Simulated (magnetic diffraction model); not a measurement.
# DyTiRu below its ordering temperature

Space group Pnma (no. 62), a = 7.1130 Å, b = 4.3090 Å, c = 7.4720 Å.

```
site  atom       x    y       z
  4c    Dy  0.5128  3/4  0.6950
  4c    Ru  0.8425  3/4  0.4313
  4c    Ti  0.1958  3/4  0.3869
```

The compound is invented for this exercise: a known structure type with other elements, its cell scaled to their sizes and not relaxed.

Only Dy is taken to order (form factors of Dy3+); orders and moment sizes are assumed, and not adapted to the symmetry. Radiation: neutrons of λ = 2.0775 Å (absorption by Dy left out), 3° to 60°; isotropic B of 0.3 Å² (Dy), 0.36 Å² (Ru) and 0.35 Å² (Ti). The intensities are simulated: I ∝ L Σ (|F_N|² + |F_M⊥|²) for unpolarised neutrons, with F_M = 2.695 fm/μB × Σ f(s) S exp(2πi Q·r) exp(−B s²) at Q = H ± k (one set where k and −k are equivalent), only the part normal to Q counting and L = 1/(sin²θ cos θ). For collinear order S is the moment m, which repeats by lattice and centring translations R with the sign exp(−2πi k·R). Form factors are spin-only for 3d ions and dipole or tabulated for f ions, scattering lengths are Sears's of 1992, and absorption is left out. A label names one of the reflections at its angle. The strongest nuclear line in the range is 100, and lines under 0.2 are left out.

Above the ordering temperature:

```tsv
2θ (°)	index	I
23.26	(1 0 1)	7.7
32.29	(0 0 2)	17.4
32.31	(0 1 1)	100.0
33.96	(2 0 0)	54.0
36.61	(1 0 2)	15.8
36.63	(1 1 1)	46.5
37.75	(2 0 1)	14.3
44.51	(2 1 0)	8.3
46.65	(1 1 2)	69.4
47.56	(2 0 2)	43.5
47.58	(2 1 1)	97.7
52.45	(1 0 3)	47.2
54.73	(3 0 1)	15.6
56.04	(2 1 2)	14.1
57.59	(0 1 3)	24.0
57.65	(0 2 0)	32.4
```

Below it (cell unchanged):

| 2θ (°) | I |
| --- | --- |
| 15.98 | 492.1 |
| 23.26 | 7.8 |
| 27.90 | 173.2 |
| 32.29 | 17.4 |
| 32.31 | 100.0 |
| 33.96 | 54.0 |
| 36.61 | 76.3 |
| 36.63 | 80.6 |
| 37.75 | 42.8 |
| 43.18 | 78.0 |
| 44.51 | 56.7 |
| 46.65 | 69.9 |
| 47.56 | 44.3 |
| 47.58 | 99.9 |
| 49.30 | 12.5 |
| 52.45 | 47.5 |
| 54.73 | 15.6 |
| 56.04 | 64.6 |
| 57.59 | 24.0 |
| 57.65 | 32.4 |

**Question.** Find the propagation vector, then choose among these models:
A. collinear moments along [100], 9.7 μB on Dy; signs + at (0.5128, 3/4, 0.6950), + at (0.9872, 1/4, 0.1950), − at (0.0128, 3/4, 0.8050), − at (0.4872, 1/4, 0.3050)
B. collinear moments along [111], 9.7 μB on Dy; signs + at (0.5128, 3/4, 0.6950), + at (0.9872, 1/4, 0.1950), − at (0.0128, 3/4, 0.8050), − at (0.4872, 1/4, 0.3050)
C. collinear moments along [111], 9.7 μB on Dy; signs + at (0.5128, 3/4, 0.6950), − at (0.9872, 1/4, 0.1950), + at (0.0128, 3/4, 0.8050), − at (0.4872, 1/4, 0.3050)
D. collinear moments along [100], 9.7 μB on Dy; signs + at (0.5128, 3/4, 0.6950), − at (0.9872, 1/4, 0.1950), + at (0.0128, 3/4, 0.8050), − at (0.4872, 1/4, 0.3050)

No line moves, and magnetic intensity falls on nuclear lines such as the one at 36.61°; new lines at (0 0 1), (0 1 0) and (0 1 2) have whole indices that obey the lattice centring, at places with no nuclear intensity to speak of, so the magnetic cell equals the chemical primitive cell: k = 0.

Magnetic intensity, observed (below minus above) and for each model:

| 2θ (°) | index | observed | A | B | C | D |
| --- | --- | --- | --- | --- | --- | --- |
| 15.98 | (0 0 1) | 492.1 | <0.2 | <0.2 | 272.3 | 492.1 |
| 23.26 | (1 0 1) | 0.2 | 213.1 | 257.9 | 0.2 | 0.2 |
| 27.90 | (0 1 0) | 173.2 | <0.2 | <0.2 | 147.4 | 173.2 |
| 32.74 | (1 1 0) | <0.2 | 177.8 | 190.2 | <0.2 | <0.2 |
| 37.75 | (2 0 1) | 28.4 | 0.1 | 0.3 | 90.4 | 28.4 |
| 43.18 | (0 1 2) | 78.0 | <0.2 | <0.2 | 53.2 | 78.0 |
| 44.51 | (2 1 0) | 48.4 | <0.2 | <0.2 | 83.5 | 48.4 |
| 46.65 | (1 1 2) | 0.5 | 112.1 | 86.9 | 0.4 | 0.5 |

Model D matches.

The structure used: k = (0 0 0), collinear moments along [100], 9.7 μB on Dy; signs + at (0.5128, 3/4, 0.6950), − at (0.9872, 1/4, 0.1950), + at (0.0128, 3/4, 0.8050), − at (0.4872, 1/4, 0.3050).

[Logs are printed without paths, hosts, clocks, repeated set-up lines and the standing remarks that a program may print on its own settings, such as how far it seeks lower states.]
